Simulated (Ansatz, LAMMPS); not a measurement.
# Convergence of a linear-scaling basis for liquid Al at 1200 K (111 atoms), part 3 of 3

Aim: test how closely localised support functions follow the reference on liquid Al at 1200 K (111 atoms), and at what cost. A setting counts as converged where the r.m.s. difference of forces stays under 1 % of the r.m.s. force.

Ansatz 0.2.0; Kohn-Sham DFT, PBE, PAW (set soft_2), plane waves.

The cell: 111 Al. The network of bonds at the start is that of the classical potential that made the cell.

So far. Step 12 (Support functions medium, radius 6.01 Å): Forces differ from the reference by 0.19 meV/Å r.m.s., 0.023 % of their size, well within a tolerance of 1 %; the energy by -0.59 meV/atom.

## (13) All settings compared

Differences are against the plane-wave reference (Kohn-Sham DFT, PBE, PAW (set soft_2), plane waves), whose r.m.s. force component is 0.833 eV/Å. Energies are set beside the reference only for runs with its functional, potentials and electron count. Times are for 4 threads of Arm Neoverse V1, shared host. The reference's time includes the DOS, ELF, the stress and grids, which some other runs skip.

| run | Δ force, r.m.s. (meV/Å) | share of r.m.s. force (%) | Δ energy (meV/atom) | cycles | time | host memory (GiB) |
| --- | --- | --- | --- | --- | --- | --- |
| reference | - | - | - | 7 | 4.8 min | 5.4 |
| support functions medium | 0.298 | 0.0358 | -0.581 | 9 | 76 s | 2.8 |
| support functions low | 0.298 | 0.0358 | -0.581 | 9 | 77 s | 2.8 |
| support functions high | 0.21 | 0.0252 | -0.578 | 11 | 3.1 min | 4.4 |
| support functions medium, radius 3.89 Å | 0.349 | 0.0419 | -0.578 | 9 | 72 s | 2.6 |
| support functions medium, radius 4.21 Å | 0.239 | 0.0287 | -0.585 | 9 | 85 s | 3.0 |
| support functions medium, radius 4.49 Å | 0.212 | 0.0255 | -0.587 | 9 | 1.7 min | 3.3 |
| support functions medium, radius 4.81 Å | 0.198 | 0.0237 | -0.588 | 9 | 2 min | 3.7 |
| support functions medium, radius 5.41 Å | 0.193 | 0.0232 | -0.588 | 9 | 3.1 min | 4.7 |
| support functions medium, radius 6.01 Å | 0.193 | 0.0232 | -0.589 | 9 | 4.7 min | 5.6 |

## (14) What the reference run shows

The comparisons rest on this run, so its electronic structure is set out here.

Neighbours are counted within 3.68 Å (Al-Al).

Length of the force by element and coordination:

| element | coordination | atoms | mean length of the force (eV/Å) | spread | least | most |
| --- | --- | --- | --- | --- | --- | --- |
| Al | all | 111 | 1.25 | 0.712 | 0.192 | 3.44 |
| Al | 8 | 1 | 0.711 | 0 | 0.711 | 0.711 |
| Al | 9 | 7 | 1.36 | 0.357 | 0.928 | 2.01 |
| Al | 10 | 19 | 1.21 | 0.588 | 0.290 | 2.30 |
| Al | 11 | 41 | 1.20 | 0.670 | 0.192 | 2.88 |
| Al | 12 | 28 | 1.32 | 0.889 | 0.306 | 3.44 |
| Al | 13 | 10 | 1.39 | 0.681 | 0.602 | 2.44 |
| Al | 14 | 5 | 1.18 | 0.742 | 0.322 | 2.21 |

Intrinsic-atomic-orbital charges by element and coordination:

| element | coordination | atoms | mean charge (e) | spread | least | most |
| --- | --- | --- | --- | --- | --- | --- |
| Al | all | 111 | 0 | 0.0468 | -0.178 | 0.0957 |
| Al | 8 | 1 | -0.0351 | 0 | -0.0351 | -0.0351 |
| Al | 9 | 7 | -0.0407 | 0.0743 | -0.178 | 0.0788 |
| Al | 10 | 19 | -0.0409 | 0.0424 | -0.127 | 0.0372 |
| Al | 11 | 41 | 9.0e-4 | 0.0341 | -0.0701 | 0.0805 |
| Al | 12 | 28 | 0.016 | 0.0291 | -0.0404 | 0.0867 |
| Al | 13 | 10 | 0.0234 | 0.0334 | -0.0266 | 0.0834 |
| Al | 14 | 5 | 0.0755 | 0.0192 | 0.0457 | 0.0957 |

Density of states as counts of states in windows of 0.5 eV (from the Fermi level), total and the larger projections:

| from (eV) | to (eV) | total | Al p | Al s |
| --- | --- | --- | --- | --- |
| -11 | -10.5 | 0.0 | 0.0 | 0.0 |
| -10.5 | -10 | 2.9 | 0.8 | 2.1 |
| -10 | -9.5 | 4.9 | 2.0 | 2.9 |
| -9.5 | -9 | 8.7 | 4.3 | 4.3 |
| -9 | -8.5 | 7.0 | 3.8 | 3.2 |
| -8.5 | -8 | 12.6 | 7.4 | 5.2 |
| -8 | -7.5 | 10.3 | 6.2 | 4.1 |
| -7.5 | -7 | 13.2 | 8.1 | 5.0 |
| -7 | -6.5 | 12.4 | 7.6 | 4.7 |
| -6.5 | -6 | 17.2 | 10.8 | 6.3 |
| -6 | -5.5 | 15.2 | 9.6 | 5.4 |
| -5.5 | -5 | 13.5 | 8.7 | 4.8 |
| -5 | -4.5 | 20.0 | 12.8 | 7.1 |
| -4.5 | -4 | 19.7 | 13.2 | 6.4 |
| -4 | -3.5 | 19.1 | 13.4 | 5.6 |
| -3.5 | -3 | 17.8 | 12.9 | 4.8 |
| -3 | -2.5 | 23.9 | 17.5 | 6.1 |
| -2.5 | -2 | 21.2 | 15.5 | 5.4 |
| -2 | -1.5 | 23.2 | 16.9 | 5.9 |
| -1.5 | -1 | 24.6 | 17.5 | 6.5 |
| -1 | -0.5 | 24.4 | 17.1 | 6.6 |
| -0.5 | 0 | 22.4 | 15.7 | 5.9 |
| 0 | 0.5 | 23.6 | 16.9 | 5.7 |
| 0.5 | 1 | 28.0 | 19.7 | 6.8 |
| 1 | 1.5 | 29.5 | 20.4 | 7.2 |
| 1.5 | 2 | 27.2 | 18.6 | 6.5 |

The curve was stored every 0.10 eV, coarse against its broadening of 0.08 eV, so these counts are rough.

The levels nearest the highest filled one (over half full), pooled over k-points and spins:

| level less the highest filled one (eV) | occupation |
| --- | --- |
| -0.02 | 1.11 |
| -0.01 | 1.06 |
| -0.0084 | 1.05 |
| -0.0034 | 1.03 |
| -0.001 | 1.01 |
| 0 | 1.01 |
| 0.0093 | 0.962 |
| 0.0192 | 0.913 |
| 0.0227 | 0.896 |
| 0.0282 | 0.869 |
| 0.04 | 0.811 |
| 0.041 | 0.807 |

ELF in the bc plane at fractional x = 0.251, with atoms of Al within 0.2 Å of it. It is the smooth field of the valence electrons, not physical close to the nuclei.

Ten even steps from '0' (0.09) to '9' (0.87), each cell a mean:
```
655666543222233455457654454321235676
566665421111233334456664455421122345
545775321111222112234520015544433334
545775433332222234456610006777765445
677765456765445567877752257885213555
778764467620367777776543445761001566
211454355100067776554221223453114776
010153234311476654443334432346777775
412563223567776554333567753235777787
776653345666666565434578853235423688
654445677766665566534688742244010167
655445677665567775434788742245200477
765554555545567765334532344345655677
877643333335543455335102046544444467
876544333345401025446521266554444457
665455566556510157557898754445554556
555566677545677887667888532235554445
566777765423466666641125532344432234
556666532234555445520105865565421134
765543211358886544652148976676533357
876443223579998655666667742367655458
765555555667876666666545654566662002
565565676544444564224533567765661010
655565555432233562004543345533455445
```
Columns run along b (12.9 Å), rows up along c (12.9 Å). Atoms in or near the plane, at fractional coordinates: Al at (0.66, 0.86), Al at (0.85, 0.76), Al at (0.04, 0.68), Al at (0.30, 0.72), Al at (0.40, 0.38), Al at (0.64, 0.43), Al at (0.94, 0.07), Al at (0.59, 0.23), Al at (0.88, 0.55).

Electrostatic potential energy in the bc plane at fractional x = 0.251, with atoms of Al within 0.2 Å of it. With pseudopotentials it is smooth inside the atoms' cores, unlike the true potential.

Ten even steps from '0' (-11 eV) to '9' (9 eV), each cell a mean:
```
899876679999999863114788889999998778
877788999999999998778753247999999999
422478999999999999998402303799999998
411478889999999998898403402787667887
755788888755789875578631126751001588
645689985101147752257887788720440377
010168983044027764468999999840001563
154048986100158888889999999986556861
010169998766778888999877889998766774
656789999888875357898767789985100267
999999987778863136898877899972054037
878899886567876567998765689984021047
645789988778876678997201038998544677
545789999998510137985035206999888887
777888889996114305886101037988888887
789876457897202116898654689998888887
888874236899743468875457899999999998
766776567999998998610202799999999998
533678899999888998503521688889999998
644689999998766899730113643468999887
678899999987667899876677400037875324
378887788876678887557898520147840220
278752257887889851002689866688830440
688741247999999840000589999999963102
```
Columns run along b (12.9 Å; values clipped at the 3rd and 97th percentile), rows up along c (12.9 Å). Atoms in or near the plane, at fractional coordinates: Al at (0.66, 0.86), Al at (0.85, 0.76), Al at (0.04, 0.68), Al at (0.30, 0.72), Al at (0.40, 0.38), Al at (0.64, 0.43), Al at (0.94, 0.07), Al at (0.59, 0.23), Al at (0.88, 0.55).

Intrinsic-atomic-orbital charges run from -0.18 to +0.10 e. Among metals such projection charges depend strongly on the orbitals used and are no measure of ionicity. Within 0.4 eV of the Fermi level the largest share is Al p (74 % of the projected weight).

## (15) Distances and neighbours

Bonds and neighbours are counted at the geometry of the runs.

Density 2.33 g/cm³, 19.24 Å³ an atom.

Pair distribution function in bins of 0.2 Å:

| r (Å) | total |
| --- | --- |
| 2.20 | 0.05 |
| 2.40 | 0.68 |
| 2.60 | 1.77 |
| 2.80 | 2.35 |
| 3.00 | 1.90 |
| 3.20 | 1.52 |
| 3.40 | 0.92 |
| 3.60 | 0.70 |
| 3.80 | 0.66 |
| 4.00 | 0.64 |
| 4.20 | 0.62 |
| 4.40 | 0.85 |
| 4.60 | 0.92 |
| 4.80 | 1.06 |
| 5.00 | 1.15 |
| 5.20 | 1.27 |
| 5.40 | 1.23 |
| 5.60 | 1.10 |
| 5.80 | 1.00 |
| 6.00 | 0.93 |
| 6.20 | 0.90 |

Bonds by pair of elements; cutoffs follow the first minimum of g(r), held within bounds set by covalent radii, and pairs that aren't listed don't count as bonded:

| pair A-B | cutoff (Å) | bonds | mean length (Å) | spread (Å) | shortest (Å) | B about A | A about B |
| --- | --- | --- | --- | --- | --- | --- | --- |
| Al-Al | 3.68 | 624 | 3.01 | 0.329 | 2.28 | 11.2 | 11.2 |

How many atoms have how many bonded neighbours:

| element | mean | 8 | 9 | 10 | 11 | 12 | 13 | 14 |
| --- | --- | --- | --- | --- | --- | --- | --- | --- |
| Al | 11.2 | 1 | 7 | 19 | 41 | 28 | 10 | 5 |

The first peak of g(r) lies near 2.8 Å. With the cutoffs above, 37 % of Al atoms have 11 bonded neighbours.

A closer look about Al93, whose charge lies farthest from its element's mean: 13 atoms, nearest first, numbered in the order of the input, with positions taken from that point.

| atom | x | y | z | distance (Å) | bonds | intrinsic-atomic-orbital charge (e) | Fx | Fy | Fz (eV/Å) |
| --- | --- | --- | --- | --- | --- | --- | --- | --- | --- |
| Al93 | 0.00 | 0.00 | 0.00 | 0.00 | 9 | -0.18 | 0.55 | -1.20 | 0.60 |
| Al33 | 0.63 | -0.47 | -2.31 | 2.44 | 11 | 0.03 | 0.14 | -0.03 | -1.83 |
| Al44 | -0.91 | 1.04 | 2.03 | 2.46 | 10 | -0.03 | 0.33 | 0.96 | 1.29 |
| Al108 | 0.66 | 2.25 | -1.09 | 2.58 | 13 | 0.08 | 0.51 | 0.27 | -0.30 |
| Al105 | -2.03 | 1.55 | -0.53 | 2.60 | 11 | 0.08 | -0.50 | 0.24 | -0.31 |
| Al35 | -2.30 | -1.57 | -0.37 | 2.81 | 11 | 0.06 | -0.58 | 0.16 | 0.46 |
| Al111 | 2.37 | 0.63 | 1.40 | 2.82 | 11 | 0.01 | -0.76 | -0.08 | 0.20 |
| Al55 | 0.46 | -2.49 | 1.26 | 2.83 | 10 | -0.02 | -0.04 | 0.65 | 0.86 |
| Al87 | 0.00 | -2.87 | -1.19 | 3.10 | 12 | 0.00 | -0.43 | 0.04 | -1.32 |
| Al1 | 3.15 | -0.01 | -1.31 | 3.41 | 12 | 0.05 | -0.16 | -0.08 | 0.59 |
| Al109 | -2.80 | -0.64 | 2.50 | 3.81 | 9 | -0.03 | -0.95 | -0.75 | -0.76 |
| Al36 | -0.19 | 3.76 | 1.17 | 3.94 | 11 | 0.02 | 0.23 | -0.48 | 0.13 |
| Al84 | 0.94 | -0.59 | 3.89 | 4.05 | 9 | -0.02 | 0.08 | -0.42 | -0.82 |

The column of bonds counts only the pairs Al-Al within 3.68 Å; other neighbours, such as metal atoms beside each other in a compound, aren't counted, and periodic images can show an atom twice.

## (16) Outcome

| Item | Value |
| --- | --- |
| free energy per atom | -537.2020 eV/atom |
| pressure | 0.8227 GPa |
| r.m.s. force component | 0.8327 eV/Å |
| wall time of the 10 DFT runs | 25 min |

Against plane waves at 420 eV, the forces differ by 0.30 meV/Å (0.036 %) with support functions medium, and by 0.19 meV/Å in the closest run (support functions medium, radius 5.41 Å). Differences between support functions and plane waves include what basis error the plane-wave run still has. As the radius goes from 3.89 to 6.01 Å, the force difference goes from 0.35 to 0.19 meV/Å, and the time from 72 s to 4.7 min.

137 levels are partly filled, by over 2 % (on the run's k-points), as in a metal. With the cutoffs above, 37 % of Al atoms have 11 bonded neighbours.

**Limits.** The force components of 0.83 eV/Å r.m.s. come partly from thermal motion and partly from the difference between the classical potential and DFT. The pressure of a single frame lacks the kinetic term.

[Logs are printed without paths, hosts, clocks, repeated set-up lines and the standing remarks that a program may print on its own settings, such as how far it seeks lower states.]

[Hosts, paths, dates, database ids (printed as entryN), source tags and the programs' standing remarks are cut or masked in the printed files.]
